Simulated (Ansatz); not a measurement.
# Na3ClF2: complex band structure

A new crystal, Na3ClF2: structure, gap and complex bands. It is built by putting Na for Rb, F for Br in the Rb3Br2Cl structure of space group I4/mmm, with the volume rescaled by atomic radii. The parent structure comes from the Materials Project.

Main program and level: Ansatz 0.2.0; PBE DFT, plane waves, PAW files, in the first sound run; inputs show where later runs differ.

The structure was built from a prototype and need not be the compound's stable phase.

**1. Set-up**

Symmetry: I4/mmm, No. 139, tetragonal system. Conventional cell: a = 3.987 Å, b = 3.987 Å, c = 16.879 Å, α = 90.00°, β = 90.00°, γ = 90.00°. Nearest to Na lie 1 Cl at 2.76 Å and 5 F at 2.82 to 2.86 Å. Nearest to Na lie 2 F at 2.82 Å and 4 Cl at 2.82 Å. F has 6 Na at 2.82 to 2.86 Å nearest. Nearest to Cl lie 6 Na at 2.76 to 2.82 Å. It derives from Rb3Br2Cl. Na for Rb, F for Br in the Rb3Br2Cl structure of space group I4/mmm. Farther neighbours and most contacts between anions are not listed.

**2. Cell and atoms at rest**

The substituted atoms don't fit the parent's cell, so cell and atoms relax together. A small smearing keeps the run stable in case the gap closes on the way.

Input file input.yaml:

```yaml
crystal:
  lattice:
    - [-1.9937251856, 1.9937251856, 8.4393735864]
    - [1.9937251856, -1.9937251856, 8.4393735864]
    - [1.9937251856, 1.9937251856, -8.4393735864]
  atoms:
    - { symbol: Na, position: [0.66363652, 0.66363652, 0.0] }
    - { symbol: Na, position: [0.0, 0.0, 0.0] }
    - { symbol: Na, position: [0.33636348, 0.33636348, 0.0] }
    - { symbol: F, position: [0.8330996, 0.8330996, 0.0] }
    - { symbol: F, position: [0.1669004, 0.1669004, 0.0] }
    - { symbol: Cl, position: [0.5, 0.5, 0.0] }
kpoints:
  mp_grid: { grid: [8, 8, 8] }
scf:
  occupations: { method: gaussian, width: 0.03 }
hamiltonian:
  xc: pbe
output:
  forces: true
  stress: true
relax:
  f_tol: 0.02
  max_steps: 60
  cell: {}
```

Launch:

```console
$ ansatz run input.yaml --threads 2 --pin off --max-ram 4096MiB --backend cpu --events-out ev --progress --plain --runs-dir out
```

Numbers of over 12 decimals in the logs are rounded to 6 here.

Output:

```text
basis.fft_grid_basis auto: the FFT boxes are laid along the combinations [[1, 0, 1], [0, 1, 1], [0, 0, 1]] of the cell's own vectors, 3.987, 3.987 and 8.898 Å long. The dense box has 27×27×60 points. Along the cell's own vectors, as sized, it would have 60×60×60, 4.94 times as many. Of the 16 symmetry operations that the crystal satisfies within crystal.symmetry.tolerance (time reversal apart; of a slab, those that k [...]
Engine: ansatz 0.2.0, aarch64-unknown-linux-gnu
Pseudopotentials: kind: paw
Pseudopotential: Na, paw, valence charge 9, recommended cutoff 420 eV (normal), Na.paw.azcp
Pseudopotential: F, paw, valence charge 7, recommended cutoff 420 eV (normal), F.paw.azcp
Pseudopotential: Cl, paw, valence charge 7, recommended cutoff 420 eV (normal), Cl.paw.azcp
Functional definition: PBE
  parameter kappa = 0.804
  parameter beta = 0.066725
  exchange = pbe_x(kappa = kappa, mu = beta*pi^2/3)
  correlation = pbe_c(beta = beta)
Crystal: 6 atoms, lattice volume = 134.184 Å³
Basis set: ecut = 420 eV, 2625 PW (Γ), FFT grids on a1+a3, a2+a3, a3, exchange–correlation on 54×54×120 points (8 copies of the dense FFT grid, shifted against one another)
Bands: 30, of which v1, the nominal top of the filled ones, is band 24 counted from 1 (23 counted from 0)
Symmetry: 16 space group operations
Space group: I4/mmm (ITA 139), of the structure as read, at distance tolerance 5.1e-5 Å
k-points: 59 of 512
Non-local potential: Na, projectors of the file, l = 0: 3, l = 1: 2, l = 2: 1
Non-local potential: F, projectors of the file, l = 0: 2, l = 1: 2, l = 2: 1
Non-local potential: Cl, projectors of the file, l = 0: 2, l = 1: 2, l = 2: 2
PAW form: soft (Blöchl's): semilocal exchange-correlation on the pseudo side does not see the compensation charge
PAW one-centre angular grid: Na, 110 points (default); XC on 64 Gauss nodes
PAW one-centre angular grid: F, 110 points (default); XC on 64 Gauss nodes
PAW one-centre angular grid: Cl, 110 points (default); XC on 64 Gauss nodes
Initial density: superposition of atomic densities (neutral atoms: chi_scale 0, normalization atom), corrected by the library's trained network
Initial wavefunctions: pseudopotential atomic-orbital guess
Functional: x = pbe(κ = 0.804, μ = 0.219515), c = pbe(β = 0.066725)
SCF iter   1: F=—  HF=-7163.011852 eV  |F-HF|=—  |Δ(HF+E_count)|=         —  Δρ=6.62e-4  dr2=4.80e-4  ethr=1.77e-3  ⟨swp⟩=6.5  Hψ=7397  notcnv=0
preconditioner: auto → Resta (q_TF=auto, 2.299 Å⁻¹)  ε∞=2.1  [insulator: Δε(μ)=4.214 eV  Ē_g=20.017 eV  σ=0.030 eV  W_gap=1.00  n_scr=26 (ndim 8)  ℏωp=20.8 eV  f_vac=0.233  D(μ)=0.00/eV (n_scr^D=0)  ε∞_Penn≈2.1]
SCF iter   2: F=—  HF=-7163.009842 eV  |F-HF|=—  |Δ(HF+E_count)|=   2.01e-3  Δρ=3.90e-4  dr2=1.48e-4  ethr=1.00e-6  ⟨swp⟩=2.9  Hψ=3957  notcnv=0  defer=63
SCF iter   3: F=—  HF=-7163.010061 eV  |F-HF|=—  |Δ(HF+E_count)|=   2.19e-4  Δρ=1.74e-4  dr2=3.98e-5  ethr=3.08e-7  ⟨swp⟩=2.0  Hψ=2883  notcnv=0  defer=63
SCF iter   4: F=—  HF=-7163.010196 eV  |F-HF|=—  |Δ(HF+E_count)|=   1.35e-4  Δρ=1.19e-4  dr2=1.63e-5  ethr=8.29e-8  ⟨swp⟩=2.0  Hψ=2808  notcnv=0  defer=63
SCF iter   5: F=—  HF=-7163.010208 eV  |F-HF|=—  |Δ(HF+E_count)|=   1.21e-5  Δρ=5.90e-5  dr2=2.58e-6  ethr=3.39e-8  ⟨swp⟩=2.0  Hψ=2395  notcnv=0  defer=63
SCF iter   6: F=—  HF=-7163.010209 eV  |F-HF|=—  |Δ(HF+E_count)|=   7.25e-7  Δρ=1.68e-5  dr2=1.93e-7  ethr=5.37e-9  ⟨swp⟩=2.0  Hψ=2926  notcnv=0  defer=63
SCF iter   7: F=-7163.010209 eV  HF=-7163.010209 eV  |F-HF|=6.01e-9  |Δ(HF+E_count)|=   1.05e-7  Δρ=1.68e-6  dr2=2.09e-9  ethr=2.08e-10  ⟨swp⟩=4.0  Hψ=5380  notcnv=0
SCF 1 converged in 7 iterations: F = -7163.010209 eV  dr2 = 2.09e-9
  greatest PAW one-centre occupation: 0.999 electrons in one spin orbital (limit 2), on the Na atom at site 2 (counted from 0), in its partial waves of l = 0
relax step   1: F+E_penalty+E_count = -7163.01020896 eV  Δ(F+E_penalty+E_count) = +0.000e0 eV  max|allowed force component| = 5.008e-1 eV/Å  Δτ_max = 0.0000 Å  P = -4.609 GPa  Ω = 134.184 Å³  (7 SCF iters, dr2 threshold 1.00e-7 eV, accepted)
Crystal: 6 atoms, lattice volume = 117.578 Å³
Basis set: ecut = 420 eV, 2287 PW (Γ), FFT grids on a1+a3, a2+a3, a3, exchange–correlation on 54×54×120 points (8 copies of the dense FFT grid, shifted against one another)
Initial density: handed on by an earlier stage of this run
Initial wavefunctions: those handed on with the density
iter 1 solved again at ethr=1.37e-3 eV; its pass at ethr=3.10e-3 eV (dr2=6.60e-1 eV) is discarded
SCF iter   1: F=—  HF=-7163.809560 eV  |F-HF|=—  |Δ(HF+E_count)|=         —  Δρ=2.73e-2  dr2=6.69e-1  ethr=1.37e-3  ⟨swp⟩=1.0  Hψ=8930  notcnv=0
preconditioner: auto → Resta (q_TF=auto, 2.350 Å⁻¹)  ε∞=2.2  [insulator: Δε(μ)=4.133 eV  Ē_g=20.660 eV  σ=0.030 eV  W_gap=1.00  n_scr=26 (ndim 8)  ℏωp=22.2 eV  f_vac=0.149  D(μ)=0.00/eV (n_scr^D=0)  ε∞_Penn≈2.2]
SCF iter   2: F=—  HF=-7163.592557 eV  |F-HF|=—  |Δ(HF+E_count)|=   2.17e-1  Δρ=1.47e-2  dr2=1.41e-1  ethr=1.37e-3  ⟨swp⟩=2.8  Hψ=3154  notcnv=0
SCF iter   3: F=—  HF=-7163.548882 eV  |F-HF|=—  |Δ(HF+E_count)|=   4.37e-2  Δρ=5.84e-3  dr2=3.30e-2  ethr=2.93e-4  ⟨swp⟩=2.0  Hψ=3133  notcnv=0  defer=93
SCF iter   4: F=—  HF=-7163.537558 eV  |F-HF|=—  |Δ(HF+E_count)|=   1.13e-2  Δρ=7.87e-4  dr2=8.56e-4  ethr=6.88e-5  ⟨swp⟩=2.0  Hψ=3178  notcnv=0  defer=93
SCF iter   5: F=—  HF=-7163.537726 eV  |F-HF|=—  |Δ(HF+E_count)|=   1.68e-4  Δρ=2.87e-4  dr2=1.07e-4  ethr=1.78e-6  ⟨swp⟩=2.0  Hψ=2344  notcnv=0  defer=93
SCF iter   6: F=—  HF=-7163.538168 eV  |F-HF|=—  |Δ(HF+E_count)|=   4.42e-4  Δρ=4.03e-5  dr2=3.10e-6  ethr=2.23e-7  ⟨swp⟩=2.0  Hψ=2669  notcnv=0  defer=93
SCF iter   7: F=-7163.538172 eV  HF=-7163.538172 eV  |F-HF|=8.67e-8  |Δ(HF+E_count)|=   4.05e-6  Δρ=9.82e-6  dr2=1.05e-7  ethr=1.25e-9  ⟨swp⟩=4.0  Hψ=6077  notcnv=0
SCF 2 converged in 7 iterations: F = -7163.538172 eV  dr2 = 1.05e-7
  greatest PAW one-centre occupation: 0.999 electrons in one spin orbital (limit 2), on the Na atom at site 1 (counted from 0), in its partial waves of l = 0
relax step   2: F+E_penalty+E_count = -7163.53817176 eV  Δ(F+E_penalty+E_count) = -5.280e-1 eV  max|allowed force component| = 4.375e-1 eV/Å  Δτ_max = 0.1831 Å  P = -3.337 GPa  Ω = 117.578 Å³  energy of the carried Pulay correction = +2.073e-2 eV  (7 SCF iters, dr2 threshold 6.00e-7 eV, accepted)
Crystal: 6 atoms, lattice volume = 104.061 Å³
Basis set: ecut = 420 eV, 2021 PW (Γ), FFT grids on a1+a3, a2+a3, a3, exchange–correlation on 54×54×120 points (8 copies of the dense FFT grid, shifted against one another)
iter 1 solved again at ethr=7.94e-4 eV; its pass at ethr=3.10e-3 eV (dr2=3.81e-1 eV) is discarded
SCF iter   1: F=—  HF=-7163.972151 eV  |F-HF|=—  |Δ(HF+E_count)|=         —  Δρ=2.44e-2  dr2=3.85e-1  ethr=7.94e-4  ⟨swp⟩=1.0  Hψ=8913  notcnv=0
preconditioner: auto → Resta (q_TF=auto, 2.398 Å⁻¹)  ε∞=2.3  [insulator: Δε(μ)=4.886 eV  Ē_g=21.098 eV  σ=0.030 eV  W_gap=1.00  n_scr=20 (ndim 8)  ℏωp=23.6 eV  f_vac=0.106  D(μ)=0.00/eV (n_scr^D=0)  ε∞_Penn≈2.3]
SCF iter   2: F=—  HF=-7163.850414 eV  |F-HF|=—  |Δ(HF+E_count)|=   1.22e-1  Δρ=1.19e-2  dr2=6.79e-2  ethr=7.94e-4  ⟨swp⟩=2.1  Hψ=2794  notcnv=0
SCF iter   3: F=—  HF=-7163.830971 eV  |F-HF|=—  |Δ(HF+E_count)|=   1.94e-2  Δρ=4.72e-3  dr2=1.47e-2  ethr=1.41e-4  ⟨swp⟩=2.0  Hψ=3022  notcnv=0  defer=93
SCF iter   4: F=—  HF=-7163.826597 eV  |F-HF|=—  |Δ(HF+E_count)|=   4.37e-3  Δρ=8.79e-4  dr2=5.91e-4  ethr=3.06e-5  ⟨swp⟩=2.3  Hψ=3157  notcnv=0  defer=93
SCF iter   5: F=—  HF=-7163.826633 eV  |F-HF|=—  |Δ(HF+E_count)|=   3.60e-5  Δρ=2.08e-4  dr2=4.17e-5  ethr=1.23e-6  ⟨swp⟩=2.9  Hψ=3258  notcnv=0  defer=93
SCF iter   6: F=—  HF=-7163.826665 eV  |F-HF|=—  |Δ(HF+E_count)|=   3.24e-5  Δρ=5.24e-5  dr2=2.79e-6  ethr=8.68e-8  ⟨swp⟩=2.6  Hψ=2999  notcnv=0  defer=93
SCF iter   7: F=-7163.826670 eV  HF=-7163.826669 eV  |F-HF|=8.50e-8  |Δ(HF+E_count)|=   4.11e-6  Δρ=7.11e-6  dr2=4.90e-8  ethr=1.25e-9  ⟨swp⟩=4.0  Hψ=5677  notcnv=0
SCF 3 converged in 7 iterations: F = -7163.826670 eV  dr2 = 4.90e-8
relax step   3: F+E_penalty+E_count = -7163.82666951 eV  Δ(F+E_penalty+E_count) = -2.885e-1 eV  max|allowed force component| = 1.248e-1 eV/Å  Δτ_max = 0.1390 Å  P = -0.374 GPa  Ω = 104.061 Å³  energy of the carried Pulay correction = +3.974e-2 eV  (7 SCF iters, dr2 threshold 6.00e-7 eV, accepted)
[...]
relax step   4: F+E_penalty+E_count = -7163.83418558 eV  Δ(F+E_penalty+E_count) = -7.516e-3 eV  max|allowed force component| = 1.333e-2 eV/Å  Δτ_max = 0.0253 Å  P = -0.000 GPa  Ω = 102.770 Å³  energy of the carried Pulay correction = +4.167e-2 eV  (6 SCF iters, dr2 threshold 6.00e-7 eV, accepted)
[...]
relax step   5: F+E_penalty+E_count = -7163.83451290 eV  Δ(F+E_penalty+E_count) = -3.273e-4 eV  max|allowed force component| = 5.390e-3 eV/Å  Δτ_max = 0.0047 Å  P = +0.006 GPa  Ω = 102.703 Å³  energy of the carried Pulay correction = +4.177e-2 eV  (5 SCF iters, dr2 threshold 4.33e-8 eV, accepted)
[...]
relax step   6: F+E_penalty+E_count = -7163.83471340 eV  Δ(F+E_penalty+E_count) = -2.005e-4 eV  max|allowed force component| = 4.114e-3 eV/Å  Δτ_max = 0.0025 Å  P = +0.038 GPa  Ω = 102.621 Å³  energy of the carried Pulay correction = +4.190e-2 eV  (6 SCF iters, dr2 threshold 1.58e-8 eV, accepted)
[...]
relax step   7: F+E_penalty+E_count = -7163.83456443 eV  Δ(F+E_penalty+E_count) = +1.490e-4 eV  max|allowed force component| = 1.575e-4 eV/Å  Δτ_max = 0.0006 Å  P = +0.001 GPa  Ω = 102.731 Å³  energy of the carried Pulay correction = +4.173e-2 eV  (5 SCF iters, dr2 threshold 7.34e-9 eV, accepted)
[...]
relax step   8: F+E_penalty+E_count = -7163.82426044 eV  Δ(F+E_penalty+E_count) = +1.030e-2 eV  max|allowed force component| = 3.833e-4 eV/Å  Δτ_max = 0.0000 Å  P = -0.237 GPa  Ω = 102.731 Å³  stress off target by 2.38e-1 GPa  SCF on the basis re-selected at this cell (its energy is not comparable with the rows above)  (6 SCF iters)
[...]
relax step   9: F+E_penalty+E_count = -7163.82591087 eV  Δ(F+E_penalty+E_count) = -1.650e-3 eV  max|allowed force component| = 8.484e-4 eV/Å  Δτ_max = 0.0021 Å  P = +0.011 GPa  Ω = 101.963 Å³  energy of the carried Pulay correction = +1.106e-3 eV  (5 SCF iters, dr2 threshold 1.41e-7 eV, accepted)
iter 1 solved again at ethr=1.25e-7 eV; its pass at ethr=3.10e-3 eV (dr2=6.02e-5 eV) is discarded
SCF iter   1: F=—  HF=-7163.824278 eV  |F-HF|=—  |Δ(HF+E_count)|=         —  Δρ=6.06e-5  dr2=7.29e-7  ethr=1.25e-7  ⟨swp⟩=3.0  Hψ=11494  notcnv=0
preconditioner: auto → Resta (q_TF=auto, 2.406 Å⁻¹)  ε∞=2.3  [insulator: Δε(μ)=5.179 eV  Ē_g=21.117 eV  σ=0.030 eV  W_gap=1.00  n_scr=20 (ndim 8)  ℏωp=23.8 eV  f_vac=0.125  D(μ)=0.00/eV (n_scr^D=0)  ε∞_Penn≈2.3]
SCF iter   2: F=—  HF=-7163.824803 eV  |F-HF|=—  |Δ(HF+E_count)|=   5.26e-4  Δρ=2.79e-5  dr2=3.33e-7  ethr=1.52e-9  ⟨swp⟩=2.1  Hψ=3189  notcnv=0
SCF iter   3: F=—  HF=-7163.824803 eV  |F-HF|=—  |Δ(HF+E_count)|=   7.78e-8  Δρ=1.47e-5  dr2=4.54e-8  ethr=6.94e-10  ⟨swp⟩=2.0  Hψ=2160  notcnv=0
SCF iter   4: F=—  HF=-7163.824803 eV  |F-HF|=—  |Δ(HF+E_count)|=   5.03e-8  Δρ=2.08e-6  dr2=3.01e-9  ethr=9.45e-11  ⟨swp⟩=2.1  Hψ=2551  notcnv=0
SCF iter   5: F=—  HF=-7163.824803 eV  |F-HF|=—  |Δ(HF+E_count)|=  7.06e-10  Δρ=6.51e-7  dr2=3.95e-10  ethr=6.26e-12  ⟨swp⟩=2.0  Hψ=3064  notcnv=0
SCF iter   6: F=-7163.824803 eV  HF=-7163.824803 eV  |F-HF|=1.11e-10  |Δ(HF+E_count)|=  6.78e-10  Δρ=2.38e-7  dr2=5.77e-11  ethr=1.00e-12  ⟨swp⟩=3.0  Hψ=6094  notcnv=0
SCF 10 converged in 6 iterations: F = -7163.824803 eV  dr2 = 5.77e-11
relax step  10: F+E_penalty+E_count = -7163.82480347 eV  Δ(F+E_penalty+E_count) = +1.107e-3 eV  max|allowed force component| = 8.169e-4 eV/Å  Δτ_max = 0.0000 Å  P = -0.007 GPa  Ω = 101.963 Å³  stress off target by 8.54e-3 GPa  SCF on the basis re-selected at this cell (its energy is not comparable with the rows above)  (6 SCF iters)
basis re-selected at this cell: Δ(F+E_penalty+E_count) = +1.107e-3 eV, ΔP = -0.018 GPa vs the last step (what re-selecting the basis moved, of the pressure what is left beyond the Pulay correction that the steps carried, after the strain that the cell walked since its last selection, with what the two solves' SCF thresholds leave and, on support functions, any second-order correction that the steps lacked; it is no m [...]
SCF converged after 6 iterations
Free energy (F): -7163.824803 eV
Harris-Foulkes:  -7163.824803 eV  (|F-HF|=1.11e-10)
Internal energy: -7163.824803 eV  (E = F + TS)
E sigma→0 (E₀):  -7163.824803 eV
Fermi energy:    3.258399 eV
--- Per-component energies (eV) ---
  E_band       = -734.263677
  E_kinetic    = 939.711772
  E_local      = -5207.079820  (includes V_loc(G=0)·N_el)
  E_nonlocal   = 520.546153
  E_hartree    = 1870.730662
  E_xc         = -387.131564
  E_vxc        = -481.225195  (∫ρ·V_xc dr)
  E_paw        = -1849.339252  (= ΣΔE_a)
  E_vpaw       = -247.681874  (= ΣTr[D̂ρ^β])
  E_aug_tail   = 0.004082  (compensation charges beyond the density's cutoff)
  E_ewald      = -3051.266837
  E_smearing   = -0.000000  (= −TS)
  E_closure    = -0.000000  (closes the sum)
  Σ components = -7163.824803   (vs F -7163.824803, Δ=0.00e0)
--- Forces (eV/Å), atoms counted from 1 ---
  atom   1  Na     0.00000000     0.00000000     0.00022197
  atom   2  Na     0.00000000     0.00000000    -0.00000000
  atom   3  Na     0.00000000     0.00000000    -0.00022197
  atom   4  F      0.00000000     0.00000000     0.00081691
  atom   5  F      0.00000000     0.00000000    -0.00081691
  atom   6  Cl    -0.00000000     0.00000000    -0.00000000
  max |Σ_I F_I| component: 4.51e-19 eV/Å
--- Stress (GPa, compression-positive) ---
       -0.008538       0.000000       0.000000
        0.000000      -0.008538       0.000000
        0.000000       0.000000      -0.004206
  P = ⅓ Tr σ = -0.0071 GPa (-0.071 kbar)
--- Relaxed structure (8 steps of the walk, 8 accepted, 2 SCFs on fresh bases) ---
  F+E_penalty+E_count = -7163.82480347 eV   max|allowed force component| = 8.169e-4 eV/Å   (the final SCF, on the basis selected at the relaxed cell)
  cell:  # Å, volume = 101.9627 Å³
    - [-1.841169, 1.841169, 7.519585]
    - [1.841169, -1.841169, 7.519585]
    - [1.841169, 1.841169, -7.519585]
  atoms:
    - { symbol: Na, position: [0.678877, 0.678877, 0] }
    - { symbol: Na, position: [-1.627280434685433e-19, -1.627280434685432e-19, 0] }
    - { symbol: Na, position: [0.321123, 0.321123, 0] }
    - { symbol: F, position: [0.828035, 0.828035, 0] }
    - { symbol: F, position: [0.171965, 0.171965, 0] }
    - { symbol: Cl, position: [0.5, 0.5, 0] }
```

Wall time 39 s (2 threads of Arm Neoverse V2, shared host); peak memory 0.48 GiB; 78 s of CPU time.

The steps of the relaxation:

```csv
step,energy less that of the first step (eV),largest force component (eV/Å),pressure (GPa),volume (Å³)
1,0.0000,0.5008,-4.61,134.18
2,-0.5280,0.4375,-3.34,117.58
3,-0.8165,0.1248,-0.37,104.06
4,-0.8240,0.0133,0.00,102.77
5,-0.8243,0.0054,0.01,102.70
6,-0.8245,0.0041,0.04,102.62
7,-0.8244,0.0002,0.00,102.73
8*,-0.8141,0.0004,-0.24,102.73
9,-0.8157,0.0008,0.01,101.96
10*,-0.8146,0.0008,-0.01,101.96
```

Relaxation steps marked * repeat the geometry before them on a plane-wave basis chosen anew for their cell, so energy and pressure can jump there.

Forces are held to the 16 operations that the run works with; a distortion that breaks them can't arise in this run.

```csv
"conventional cell, symmetrised",before,after,change
a (Å),3.987,3.682,-7.7 %
b (Å),3.987,3.682,-7.7 %
c (Å),16.879,15.039,-10.9 %
volume (Å³/atom),22.36,16.99,-24.0 %
```

The atoms that moved most (Å, as changes of fractional coordinates times the final cell):

```csv
atom,dx,dy,dz,length
Na3,0.000,0.000,-0.229,0.229
Na1,0.000,0.000,0.229,0.229
F5,0.000,0.000,0.076,0.076
F4,0.000,0.000,-0.076,0.076
```

This step gave:

```yaml
free_energy: -7163.8248 eV
fermi_energy: 3.258 eV
pressure: -0.007094 GPa
```

The largest force component on a free atom ends at 8.2e-4 eV/Å.

**3. Band edges**

The energy window and the wavevectors of the next steps follow from the band edges, so these are searched first, off the mesh as well.

Input file input.yaml:

```yaml
crystal:
  lattice:
    - [-1.8411692177, 1.8411692177, 7.5195849102]
    - [1.8411692177, -1.8411692177, 7.5195849102]
    - [1.8411692177, 1.8411692177, -7.5195849102]
  atoms:
    - { symbol: Na, position: [0.6788769415, 0.6788769415, 0.0] }
    - { symbol: Na, position: [0.0, 0.0, 0.0] }
    - { symbol: Na, position: [0.3211230585, 0.3211230585, 0.0] }
    - { symbol: F, position: [0.828034894, 0.828034894, 0.0] }
    - { symbol: F, position: [0.171965106, 0.171965106, 0.0] }
    - { symbol: Cl, position: [0.5, 0.5, 0.0] }
kpoints:
  mp_grid: { grid: [8, 8, 8] }
  band_path: { path: [VBM, CBM], npoints: 30 }
scf:
  occupations: { method: fixed }
hamiltonian:
  xc: pbe
output:
  eigenvalues: true
  write_potential: true
  write_density: true
  volumetric_format: npy
```

Output:

```text
[...]
Crystal: 6 atoms, lattice volume = 101.963 Å³
Basis set: ecut = 420 eV, 1989 PW (Γ), FFT grids on a1−a2, a2, a1+a3
Bands: 30, of which v1, the nominal top of the filled ones, is band 24 counted from 1 (23 counted from 0)
Symmetry: 16 space group operations
[...]
k-points: 59 of 512
[...]
SCF iter   1: F=—  HF=-7163.826282 eV  |F-HF|=—  |Δ(HF+E_count)|=         —  Δρ=8.52e-4  dr2=8.68e-4  ethr=1.77e-3  ⟨swp⟩=4.9  Hψ=6345  notcnv=0  defer=226
[...]
SCF iter   6: F=-7163.824327 eV  HF=-7163.824327 eV  |F-HF|=6.63e-8  |Δ(HF+E_count)|=   3.99e-9  Δρ=7.35e-6  dr2=3.37e-8  ethr=2.08e-10  ⟨swp⟩=6.2  Hψ=6784  notcnv=0
SCF 1 converged in 6 iterations: F = -7163.824327 eV  dr2 = 3.37e-8
[...]
NSCF: frozen V_eff on 30 k-points
[...]
SCF converged after 6 iterations
Free energy (F): -7163.824327 eV
[...]
Internal energy: -7163.824327 eV  (E = F + TS)
E sigma→0 (E₀):  -7163.824327 eV
Fermi energy:    0.668714 eV
[...]
--- Band table (eV; the first three rows and the last of 59) ---
  k-point 0: bands = [... 20 lower, 0.2286, 0.4843, 0.6687, 0.6687, 5.8475, 9.1177, 9.5458, 9.9900, ... 2 higher]
  k-point 1: bands = [... 20 lower, 0.1821, 0.3387, 0.4310, 0.5227, 6.4456, 9.6473, 9.6833, 10.5593, ... 2 higher]
  k-point 2: bands = [... 20 lower, 0.1990, 0.2217, 0.3229, 0.3307, 7.8249, 9.8136, 10.8696, 10.9963, ... 2 higher]
  k-point 58: bands = [... 20 lower, 0.3067, 0.3067, 0.6369, 0.6369, 6.7717, 7.3246, 9.9293, 10.2990, ... 2 higher]
```

Wall time 7.8 s (2 threads); peak memory 0.41 GiB; 15 s of CPU time.

In the SCF lines HF is the Harris–Foulkes energy and dr2 the Hartree energy of the density residual, in eV; the loop may stop once dr2 is under the threshold and the program's other checks hold. Hψ counts applications of the Hamiltonian.

This step gave:

```yaml
free_energy: -7163.8243 eV
fermi_energy: 0.6687 eV
gap_on_the_k_mesh: 5.179 eV
gap_on_path: 5.179 eV, by band count; negative where bands overlap
direct_gap_on_path: 5.179 eV
edge_places_on_path: 0, 0 1/A along the path
```

Levels at VBM (eV): -1.45, -1.05, -0.56, -0.56, -0.44, -0.44, -0.18, 0.00, 0.00, 5.18.

The searched edges give 5.18 eV, as on the mesh.

[end of part 1 of 2]

[Logs are printed without paths, hosts, clocks, repeated set-up lines and the standing remarks that a program may print on its own settings, such as how far it seeks lower states.]

[Hosts, paths, dates, database ids (printed as entryN), source tags and the programs' standing remarks are cut or masked in the printed files.]
